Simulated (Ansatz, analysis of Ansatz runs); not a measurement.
# Optical absorption band of the F+ centre in corundum (PBE)

How near does this set-up come to the measured optical absorption band? Subject: F+ centre in corundum. Set-up: PBE, 80-site cell, PBE lattice, 420 eV, k: the zone centre alone. The model is a cell of 80 host atoms with 1 O taken out. The excitation energy is a difference of total energies with one electron moved up within one spin channel. A local or semilocal functional is the cheapest first rung.

Measured beforehand: Vertical absorption energy (lower of two bands): 4.8 eV, by optical absorption (radiation-induced, RIOA) at RT, neutron-irradiated crystal (quoted in “Detection of hidden oxygen interstitials in neutron-irradiated corundum crystals”, 2022, A. Lushchik et al., quoting earlier work (1977)). The runs below try to reproduce this.

Calculated with Ansatz 0.2.0; plane-wave PAW DFT, PBE; relaxation of all atoms of a defect supercell.

**1. The starting structure**

The cell holds 79 atoms: 32 Al and 47 O. Its edges and angles: a = 10.362 Å, b = 10.362 Å, c = 10.362 Å, α = 55.3°, β = 55.3°, γ = 55.3°. It derives from Al2O3 (space group R-3c). Nearest the centre at fractional (0.375, 0.722, 0.528): Al71 at 1.87 Å, Al31 at 1.87 Å, Al24 at 1.99 Å, Al23 at 1.99 Å, O8 at 2.55 Å, O69 at 2.55 Å, O26 at 2.65 Å, O65 at 2.65 Å. The cell carries charge +1.

The host's primitive cell comes from a first run (plane-wave PAW DFT, PBE; relaxation of the host's cell and atoms): vectors of 5.181, 5.181 and 5.181 Å. That is 8.76 Å³ an atom, 3.0 % over the diffraction cell's volume. The supercell is built on it.

**2. Relaxation, charge +1**

Every later number rests on the structure around the defect, so the atoms are relaxed at the host's lattice first.

Contents of relax/input.yaml:

```yaml
relax:
  f_tol: 0.02
  max_steps: 80
  escape_saddle: false
crystal:
  lattice:
    - [4.80871308, 2.77631179, 8.74900355]
    - [-4.80871308, 2.77631179, 8.74900355]
    - [0.0, -5.55262358, 8.74900355]
  atoms:
    - { symbol: Al, position: [0.176072736, 0.176072736, 0.176072736] }
    - { symbol: Al, position: [0.073927264, 0.073927264, 0.073927264] }
    - { symbol: Al, position: [0.323927264, 0.323927264, 0.323927264] }
    - { symbol: Al, position: [0.426072736, 0.426072736, 0.426072736] }
    - { symbol: O, position: [0.278085818, 0.471914182, 0.125] }
    - { symbol: O, position: [0.125, 0.278085818, 0.471914182] }
    - { symbol: O, position: [0.471914182, 0.125, 0.278085818] }
    - { symbol: O, position: [0.221914182, 0.028085818, 0.375] }
    - { symbol: O, position: [0.375, 0.221914182, 0.028085818] }
    - { symbol: O, position: [0.028085818, 0.375, 0.221914182] }
    - { symbol: Al, position: [0.176072736, 0.176072736, 0.676072736] }
    - { symbol: Al, position: [0.073927264, 0.073927264, 0.573927264] }
    - { symbol: Al, position: [0.323927264, 0.323927264, 0.823927264] }
    - { symbol: Al, position: [0.426072736, 0.426072736, 0.926072736] }
    - { symbol: O, position: [0.278085818, 0.471914182, 0.625] }
    - { symbol: O, position: [0.125, 0.278085818, 0.971914182] }
    - { symbol: O, position: [0.471914182, 0.125, 0.778085818] }
    - { symbol: O, position: [0.221914182, 0.028085818, 0.875] }
    - { symbol: O, position: [0.375, 0.221914182, 0.528085818] }
    - { symbol: O, position: [0.028085818, 0.375, 0.721914182] }
    - { symbol: Al, position: [0.176072736, 0.676072736, 0.176072736] }
    - { symbol: Al, position: [0.073927264, 0.573927264, 0.073927264] }
    - { symbol: Al, position: [0.323927264, 0.823927264, 0.323927264] }
    - { symbol: Al, position: [0.426072736, 0.926072736, 0.426072736] }
    - { symbol: O, position: [0.278085818, 0.971914182, 0.125] }
    - { symbol: O, position: [0.125, 0.778085818, 0.471914182] }
    - { symbol: O, position: [0.471914182, 0.625, 0.278085818] }
    - { symbol: O, position: [0.221914182, 0.528085818, 0.375] }
    - { symbol: O, position: [0.375, 0.721914182, 0.028085818] }
    - { symbol: O, position: [0.028085818, 0.875, 0.221914182] }
    - { symbol: Al, position: [0.176072736, 0.676072736, 0.676072736] }
    - { symbol: Al, position: [0.073927264, 0.573927264, 0.573927264] }
    - { symbol: Al, position: [0.323927264, 0.823927264, 0.823927264] }
    - { symbol: Al, position: [0.426072736, 0.926072736, 0.926072736] }
    - { symbol: O, position: [0.278085818, 0.971914182, 0.625] }
    - { symbol: O, position: [0.125, 0.778085818, 0.971914182] }
    - { symbol: O, position: [0.471914182, 0.625, 0.778085818] }
    - { symbol: O, position: [0.221914182, 0.528085818, 0.875] }
    - { symbol: O, position: [0.028085818, 0.875, 0.721914182] }
    - { symbol: Al, position: [0.676072736, 0.176072736, 0.176072736] }
    - { symbol: Al, position: [0.573927264, 0.073927264, 0.073927264] }
    - { symbol: Al, position: [0.823927264, 0.323927264, 0.323927264] }
    - { symbol: Al, position: [0.926072736, 0.426072736, 0.426072736] }
    - { symbol: O, position: [0.778085818, 0.471914182, 0.125] }
    - { symbol: O, position: [0.625, 0.278085818, 0.471914182] }
    - { symbol: O, position: [0.971914182, 0.125, 0.278085818] }
    - { symbol: O, position: [0.721914182, 0.028085818, 0.375] }
    - { symbol: O, position: [0.875, 0.221914182, 0.028085818] }
    - { symbol: O, position: [0.528085818, 0.375, 0.221914182] }
    - { symbol: Al, position: [0.676072736, 0.176072736, 0.676072736] }
    - { symbol: Al, position: [0.573927264, 0.073927264, 0.573927264] }
    - { symbol: Al, position: [0.823927264, 0.323927264, 0.823927264] }
    - { symbol: Al, position: [0.926072736, 0.426072736, 0.926072736] }
    - { symbol: O, position: [0.778085818, 0.471914182, 0.625] }
    - { symbol: O, position: [0.625, 0.278085818, 0.971914182] }
    - { symbol: O, position: [0.971914182, 0.125, 0.778085818] }
    - { symbol: O, position: [0.721914182, 0.028085818, 0.875] }
    - { symbol: O, position: [0.875, 0.221914182, 0.528085818] }
    - { symbol: O, position: [0.528085818, 0.375, 0.721914182] }
    - { symbol: Al, position: [0.676072736, 0.676072736, 0.176072736] }
    - { symbol: Al, position: [0.573927264, 0.573927264, 0.073927264] }
    - { symbol: Al, position: [0.823927264, 0.823927264, 0.323927264] }
    - { symbol: Al, position: [0.926072736, 0.926072736, 0.426072736] }
    - { symbol: O, position: [0.778085818, 0.971914182, 0.125] }
    - { symbol: O, position: [0.625, 0.778085818, 0.471914182] }
    - { symbol: O, position: [0.971914182, 0.625, 0.278085818] }
    - { symbol: O, position: [0.721914182, 0.528085818, 0.375] }
    - { symbol: O, position: [0.875, 0.721914182, 0.028085818] }
    - { symbol: O, position: [0.528085818, 0.875, 0.221914182] }
    - { symbol: Al, position: [0.676072736, 0.676072736, 0.676072736] }
    - { symbol: Al, position: [0.573927264, 0.573927264, 0.573927264] }
    - { symbol: Al, position: [0.823927264, 0.823927264, 0.823927264] }
    - { symbol: Al, position: [0.926072736, 0.926072736, 0.926072736] }
    - { symbol: O, position: [0.778085818, 0.971914182, 0.625] }
    - { symbol: O, position: [0.625, 0.778085818, 0.971914182] }
    - { symbol: O, position: [0.971914182, 0.625, 0.778085818] }
    - { symbol: O, position: [0.721914182, 0.528085818, 0.875] }
    - { symbol: O, position: [0.875, 0.721914182, 0.528085818] }
    - { symbol: O, position: [0.528085818, 0.875, 0.721914182] }
total_charge: 1
basis:
  ecutwfc: 420
  xc_grid: 2
hamiltonian:
  xc: pbe
kpoints:
  mp_grid: { grid: [1, 1, 1] }
magnetization:
  spin_polarized: true
  initial_magnetization: 1
  spin_locking: { lock_magnetization: hard }
scf:
  occupations: { method: fermi_dirac, width: 0.01 }
  max_iter: 120
output:
  forces: true
checkpoint:
  write: "../relax.run"
  compress: false
  write_wavefunctions: true
  write_every: 100000
```

Run with:

```bash
> ansatz run input.yaml --threads 2 --pin off --max-ram 3768MiB --backend cpu --events-out ev --progress --plain --runs-dir out
```

Numbers of over 12 decimals in the logs are rounded to 6 here.

The log of the run:

```text
[... repeated set-up lines and file paths are left out, and long positions are rounded to six places ...]
Engine: ansatz 0.2.0, x86_64-unknown-linux-gnu
Pseudopotentials: kind: paw
Pseudopotential: Al, paw, valence charge 3, recommended cutoff 420 eV (normal), Al.paw.azcp
Pseudopotential: O, paw, valence charge 6, recommended cutoff 420 eV (normal), O.paw.azcp
Functional definition: PBE
  parameter kappa = 0.804
  parameter beta = 0.066725
  exchange = pbe_x(kappa = kappa, mu = beta*pi^2/3)
  correlation = pbe_c(beta = beta)
Crystal: 79 atoms, lattice volume = 700.821 Å³
Basis set: ecut = 420 eV, 13757 PW (Γ), exchange–correlation on 144×144×144 points (8 copies of the dense FFT grid, shifted against one another)
Bands: 268, of which v1, the nominal top of the filled ones, is band 189 counted from 1 (188 counted from 0)
Symmetry: 2 space group operations
Space group: C2 (ITA 5), of the structure as read, at distance tolerance 8.9e-5 Å
Magnetic group: BNS 5.13 (UNI 20), of the structure as read, at distance tolerance 8.9e-5 Å
k-points: 1
Non-local potential: Al, projectors of the file, l = 0: 2, l = 1: 2, l = 2: 1
Non-local potential: O, projectors of the file, l = 0: 2, l = 1: 2, l = 2: 1
PAW form: soft (Blöchl's): semilocal exchange-correlation on the pseudo side does not see the compensation charge
PAW one-centre angular grid: Al, 110 points (default); XC on 64 Gauss nodes
PAW one-centre angular grid: O, 110 points (default); XC on 64 Gauss nodes
Initial density: superposition of atomic densities (chi_scale 0.1, normalization cell, long waves kept (reshape's long-wave potential 0.19 eV rms))
Starting moments: Σ|m| = 1 μB on 79 of 79 sites
Initial wavefunctions: pseudopotential atomic-orbital guess
Functional: x = pbe(κ = 0.804, μ = 0.219515), c = pbe(β = 0.066725)
SCF iter   1: F=—  HF=-44025.862036 eV  |F-HF|=—  |Δ(HF+E_count)|=         —  Δρ=6.50e-2 (↑6.39e-2 ↓6.50e-2)  dr2=1.13e2  dr2_m=8.50e-2  M=1.000 μB ∫|m|=1.012 μB  β_m=0.30  ethr=3.10e-3  ⟨swp⟩=6.0  Hψ=2278  notcnv=0  defer=88
preconditioner: auto → Resta (q_TF=auto, 2.460 Å⁻¹)  ε∞=3.3  [insulator: Δε(μ)=3.494 eV  Ē_g=17.965 eV  σ=0.010 eV  W_gap=1.00  n_scr=174 (ndim 8)  ℏωp=27.2 eV  f_vac=0.000  D(μ)=0.00/eV (n_scr^D=0)  ε∞_Penn≈3.3]
spin=Collinear: Resta preconditioning applied to the charge; magnetization (m = ρ↑ − ρ↓) channel mixes plain (no charge-response kernel on spin).
SCF iter   2: F=—  HF=-44000.208793 eV  |F-HF|=—  |Δ(HF+E_count)|=    2.57e1  Δρ=3.01e-2 (↑2.94e-2 ↓3.01e-2)  dr2=2.57e1  dr2_m=4.47e-2  M=1.000 μB ∫|m|=1.015 μB  β_m=0.42  ethr=3.10e-3  ⟨swp⟩=3.0  Hψ=983  notcnv=0  defer=150
SCF iter   3: F=—  HF=-43994.385403 eV  |F-HF|=—  |Δ(HF+E_count)|=    5.82e0  Δρ=1.36e-2 (↑1.35e-2 ↓1.36e-2)  dr2=2.52e0  dr2_m=9.13e-3  M=1.000 μB ∫|m|=1.048 μB  β_m=0.71  ethr=3.10e-3  ⟨swp⟩=2.0  Hψ=845  notcnv=0  defer=150
SCF iter   4: F=—  HF=-43994.347724 eV  |F-HF|=—  |Δ(HF+E_count)|=   3.77e-2  Δρ=1.02e-3 (↑1.02e-3 ↓9.58e-4)  dr2=2.07e-2  dr2_m=7.88e-5  M=1.000 μB ∫|m|=1.050 μB  β_m=0.77  ethr=6.68e-4  ⟨swp⟩=3.0  Hψ=910  notcnv=0  defer=150
SCF iter   5: F=—  HF=-43994.360981 eV  |F-HF|=—  |Δ(HF+E_count)|=   1.33e-2  Δρ=4.55e-4 (↑4.53e-4 ↓4.55e-4)  dr2=3.93e-3  dr2_m=9.01e-6  M=1.000 μB ∫|m|=1.047 μB  β_m=0.77  ethr=5.49e-6  ⟨swp⟩=3.0  Hψ=777  notcnv=0  defer=150
SCF iter   6: F=—  HF=-43994.363022 eV  |F-HF|=—  |Δ(HF+E_count)|=   2.04e-3  Δρ=2.27e-4 (↑2.27e-4 ↓2.22e-4)  dr2=1.04e-3  dr2_m=2.09e-6  M=1.000 μB ∫|m|=1.046 μB  β_m=0.75  ethr=1.04e-6  ⟨swp⟩=2.0  Hψ=772  notcnv=0  defer=150
SCF iter   7: F=—  HF=-43994.363353 eV  |F-HF|=—  |Δ(HF+E_count)|=   3.31e-4  Δρ=8.78e-5 (↑8.78e-5 ↓8.36e-5)  dr2=1.63e-4  dr2_m=3.62e-7  M=1.000 μB ∫|m|=1.046 μB  β_m=0.87  ethr=2.77e-7  ⟨swp⟩=2.0  Hψ=764  notcnv=0  defer=150
SCF iter   8: F=—  HF=-43994.363470 eV  |F-HF|=—  |Δ(HF+E_count)|=   1.17e-4  Δρ=3.67e-5 (↑3.61e-5 ↓3.67e-5)  dr2=2.79e-5  dr2_m=2.18e-8  M=1.000 μB ∫|m|=1.046 μB  β_m=0.71  ethr=4.33e-8  ⟨swp⟩=2.0  Hψ=760  notcnv=0  defer=150
SCF iter   9: F=-43994.363474 eV  HF=-43994.363473 eV  |F-HF|=2.66e-7  |Δ(HF+E_count)|=   3.81e-6  Δρ=4.57e-6 (↑4.52e-6 ↓4.57e-6)  dr2=5.13e-7  dr2_m=1.70e-9  M=1.000 μB ∫|m|=1.046 μB  ethr=2.65e-9  ⟨swp⟩=4.0  Hψ=1300  notcnv=0
SCF 1 converged in 9 iterations: F = -43994.363474 eV  dr2 = 5.13e-7
  greatest PAW one-centre occupation: 0.860 electrons in one spin orbital (limit 2), on the O atom at site 68 (counted from 0), in its partial waves of l = 0
relax step   1: F+E_penalty+E_count = -43994.36347371 eV  Δ(F+E_penalty+E_count) = +0.000e0 eV  max|allowed force component| = 1.952e0 eV/Å  Δτ_max = 0.0000 Å  (9 SCF iters, dr2 threshold 1.00e-5 eV, accepted)
[... the SCF cycles and remarks between the steps are left out from here to the last step ...]
relax step   2: F+E_penalty+E_count = -43994.99447909 eV  Δ(F+E_penalty+E_count) = -6.310e-1 eV  max|allowed force component| = 5.985e-1 eV/Å  Δτ_max = 0.0873 Å  (5 SCF iters, dr2 threshold 1.00e-4 eV, accepted)
relax step   3: F+E_penalty+E_count = -43995.11697028 eV  Δ(F+E_penalty+E_count) = -1.225e-1 eV  max|allowed force component| = 1.652e-1 eV/Å  Δτ_max = 0.0264 Å  (5 SCF iters, dr2 threshold 2.24e-5 eV, accepted)
relax step   4: F+E_penalty+E_count = -43995.13413275 eV  Δ(F+E_penalty+E_count) = -1.716e-2 eV  max|allowed force component| = 5.686e-2 eV/Å  Δτ_max = 0.0225 Å  (5 SCF iters, dr2 threshold 2.08e-6 eV, accepted)
SCF iter   1: F=—  HF=-43995.135942 eV  |F-HF|=—  |Δ(HF+E_count)|=         —  Δρ=1.85e-4 (↑1.81e-4 ↓1.85e-4)  dr2=9.65e-4  dr2_m=1.35e-6  M=1.000 μB ∫|m|=1.041 μB  β_m=0.30  ethr=2.05e-6  ⟨swp⟩=5.5  Hψ=1494  notcnv=0  defer=150
SCF iter   2: F=—  HF=-43995.135798 eV  |F-HF|=—  |Δ(HF+E_count)|=   1.45e-4  Δρ=1.31e-4 (↑1.28e-4 ↓1.31e-4)  dr2=4.85e-4  dr2_m=7.72e-7  M=1.000 μB ∫|m|=1.041 μB  β_m=0.65  ethr=2.56e-7  ⟨swp⟩=1.0  Hψ=618  notcnv=0  defer=150
SCF iter   3: F=—  HF=-43995.135640 eV  |F-HF|=—  |Δ(HF+E_count)|=   1.57e-4  Δρ=2.75e-5 (↑2.66e-5 ↓2.75e-5)  dr2=1.38e-5  dr2_m=3.35e-8  M=1.000 μB ∫|m|=1.041 μB  β_m=0.63  ethr=1.29e-7  ⟨swp⟩=2.0  Hψ=669  notcnv=0  defer=150
SCF iter   4: F=—  HF=-43995.136251 eV  |F-HF|=—  |Δ(HF+E_count)|=   6.11e-4  Δρ=9.88e-6 (↑9.88e-6 ↓9.84e-6)  dr2=2.08e-6  dr2_m=7.35e-9  M=1.000 μB ∫|m|=1.041 μB  β_m=0.77  ethr=3.66e-9  ⟨swp⟩=2.0  Hψ=727  notcnv=0  defer=150
SCF iter   5: F=—  HF=-43995.136251 eV  |F-HF|=—  |Δ(HF+E_count)|=   2.42e-8  Δρ=2.43e-6 (↑2.37e-6 ↓2.43e-6)  dr2=1.36e-7  dr2_m=3.97e-10  M=1.000 μB ∫|m|=1.041 μB  β_m=0.76  ethr=5.51e-10  ⟨swp⟩=2.0  Hψ=655  notcnv=0  defer=150
SCF iter   6: F=-43995.136251 eV  HF=-43995.136251 eV  |F-HF|=9.22e-9  |Δ(HF+E_count)|=   3.73e-9  Δρ=1.10e-6 (↑1.07e-6 ↓1.10e-6)  dr2=2.27e-8  dr2_m=7.40e-11  M=1.000 μB ∫|m|=1.041 μB  ethr=2.65e-11  ⟨swp⟩=3.0  Hψ=1212  notcnv=0
SCF 5 converged in 6 iterations: F = -43995.136251 eV  dr2 = 2.27e-8
relax step   5: F+E_penalty+E_count = -43995.13625079 eV  Δ(F+E_penalty+E_count) = -2.118e-3 eV  max|allowed force component| = 2.081e-3 eV/Å  Δτ_max = 0.0057 Å  (6 SCF iters, accepted)
NSCF: frozen V_eff on 1 k-points
the band table was solved once a step of the walk had ended and its energy, with any forces and stress, was formed, with the checks that follow a solve (2520 applications of the Hamiltonian). They found nothing against the state; [...]
SCF converged after 6 iterations
Stability checked in part: among states of this total moment the steps that led to this state did not find it unstable. No probe was made; neither looks for a lower state of another moment (fixed_total_moment; see scf.lower_state_search)
Magnetization: 1.0000 μB (189.0000 up, 188.0000 down)
Absolute magnetization: 1.0454 μB (∫|ρ↑−ρ↓|, with the PAW one-centre terms)
Spin contamination: 0.0023 ħ² per cell (⟨S²⟩ above its minimum at these occupations)
Per-site moments (μB) at R_I (Å): [(0.00152254, 0.768410), (0.000156882, 0.769741), (7.720150486573294e-5, 0.771235), [... 76 left out ...]
Free energy (F): -43995.136251 eV
Harris-Foulkes:  -43995.136251 eV  (|F-HF|=9.22e-9)
Internal energy: -43995.136251 eV  (E = F + TS)
E sigma→0 (E₀):  -43995.136251 eV
Fermi energy:    10.331064 (↑ 11.488345, ↓ 9.153741) eV
--- Per-component energies (eV) ---
  E_band       = 378.670275
  E_kinetic    = 9230.511138
  E_local      = -16162.773053  (includes V_loc(G=0)·N_el)
  E_nonlocal   = 2537.581434
  E_hartree    = 6024.419316
  E_xc         = -4812.203007
  E_vxc        = -5452.749475  (∫ρ·V_xc dr)
  E_paw        = -22407.948317  (= ΣΔE_a)
  E_vpaw       = -1822.864987  (= ΣTr[D̂ρ^β])
  E_aug_tail   = 0.118577  (compensation charges beyond the density's cutoff)
  E_ewald      = -18404.842339
  E_smearing   = -0.000000  (= −TS)
  E_closure    = -0.000000  (closes the sum)
  E_deformation_potential = 18.019471  (in the stress; not in F)
  Σ components = -43995.136251   (vs F -43995.136251, Δ=0.00e0)
--- Forces (eV/Å), atoms counted from 1 ---
  atom   1  Al     0.00092228     0.00058227     0.00002391
  atom   2  Al    -0.00094752    -0.00031634     0.00035955
  [... 5 atoms left out ...]
  atom   8  O     -0.00041772    -0.00013203     0.00047269
  [... 6 atoms left out ...]
  atom  15  O     -0.00017175     0.00024666     0.00180833
  [... 7 atoms left out ...]
  atom  23  Al     0.00097589    -0.00082862     0.00083228
  atom  24  Al     0.00022967    -0.00125946    -0.00083228
  [... 1 atom left out ...]
  atom  26  O     -0.00047063    -0.00073200     0.00049754
  [... 4 atoms left out ...]
  atom  31  Al    -0.00037926     0.00062377     0.00003236
  [... 5 atoms left out ...]
  atom  37  O     -0.00012774     0.00027207    -0.00180833
  [... 27 atoms left out ...]
  atom  65  O      0.00086924     0.00004158    -0.00049754
  [... 3 atoms left out ...]
  atom  69  O      0.00032321     0.00029574    -0.00047269
  [... 1 atom left out ...]
  atom  71  Al    -0.00035057     0.00064033    -0.00003236
  [... 8 atoms left out ...]
  max |Σ_I F_I| component: 1.77e-5 eV/Å
--- Band table (eV) ---
  k-point 0 ↑: bands = ["-11.7090", "-10.8291", "-10.7575", "-10.7280", [... 260 left out ...] "20.0442", "20.1073", "20.1218", "20.1629"]
  k-point 0 ↓: bands = ["-11.7018", "-10.8186", "-10.7487", "-10.7197", [... 260 left out ...] "20.0717", "20.1392", "20.1459", "20.1785"]
--- Relaxed structure (5 steps of the walk, 5 accepted, 0 SCFs on fresh bases) ---
  F+E_penalty+E_count = -43995.13625079 eV   max|allowed force component| = 2.081e-3 eV/Å
  atoms:
    - { symbol: Al, position: [0.175014, 0.177894, 0.174916] }
    - { symbol: Al, position: [0.073771, 0.074437, 0.072118] }
    [... 5 atoms left out ...]
    - { symbol: O, position: [0.225718, 0.020441, 0.377875] }
    [... 6 atoms left out ...]
    - { symbol: O, position: [0.278195, 0.474253, 0.625236] }
    [... 7 atoms left out ...]
    - { symbol: Al, position: [0.319858, 0.830215, 0.313886] }
    - { symbol: Al, position: [0.430142, 0.936114, 0.419785] }
    [... 1 atom left out ...]
    - { symbol: O, position: [0.127268, 0.777374, 0.472790] }
    [... 4 atoms left out ...]
    - { symbol: Al, position: [0.163500, 0.672136, 0.684428] }
    [... 5 atoms left out ...]
    - { symbol: O, position: [0.471805, 0.624764, 0.775747] }
    [... 27 atoms left out ...]
    - { symbol: O, position: [0.622732, 0.777210, 0.472626] }
    [... 3 atoms left out ...]
    - { symbol: O, position: [0.524282, 0.872125, 0.229559] }
    [... 1 atom left out ...]
    - { symbol: Al, position: [0.586500, 0.565572, 0.577864] }
    [... 8 atoms left out ...]
```

The job ended after 30 s (2 threads of AMD EPYC 9R45, shared host; peak memory 1.5 GiB).

Relaxation path:

| step | energy less that of the first step (eV) | largest force component (eV/Å) |
| --- | --- | --- |
| 1 | 0.0000 | 1.9521 |
| 2 | -0.6310 | 0.5985 |
| 3 | -0.7535 | 0.1652 |
| 4 | -0.7707 | 0.0569 |
| 5 | -0.7728 | 0.0021 |

Forces are held to the 2 operations that the run works with; a distortion that breaks them can't arise in this run.

The atoms that moved most (Å):

| atom | dx | dy | dz | length |
| --- | --- | --- | --- | --- |
| Al31 | -0.042 | -0.092 | -0.071 | 0.124 |
| Al71 | 0.101 | -0.010 | 0.071 | 0.124 |
| Al23 | -0.050 | 0.062 | -0.068 | 0.105 |
| Al24 | -0.029 | 0.074 | 0.068 | 0.105 |
| O8 | 0.055 | -0.027 | -0.008 | 0.062 |
| O69 | -0.004 | -0.061 | 0.008 | 0.062 |
| O27 | -0.023 | -0.032 | 0.039 | 0.055 |
| O35 | 0.039 | 0.004 | -0.039 | 0.055 |

The atoms nearest to the centre after the run:

| atom | distance (Å) |
| --- | --- |
| Al31 | 1.996 |
| Al71 | 1.996 |
| Al23 | 2.097 |
| Al24 | 2.097 |
| O8 | 2.491 |
| O69 | 2.491 |
| O26 | 2.621 |
| O65 | 2.621 |

This step gave:

* free energy: -43995.1363 eV
* total moment: 1 μB
* integral of the absolute spin density: 1.045 μB
* spin contamination: 0.002281

[end of part 1 of 2]

[Logs are printed without paths, hosts, clocks, repeated set-up lines and the standing remarks that a program may print on its own settings, such as how far it seeks lower states.]

[Hosts, paths, dates, database ids (printed as entryN), source tags and the programs' standing remarks are cut or masked in the printed files.]

[For some hosts the program warned that the k-mesh of the response run may be too coarse for force constants and the static dielectric constant; such warnings are not shown here.]
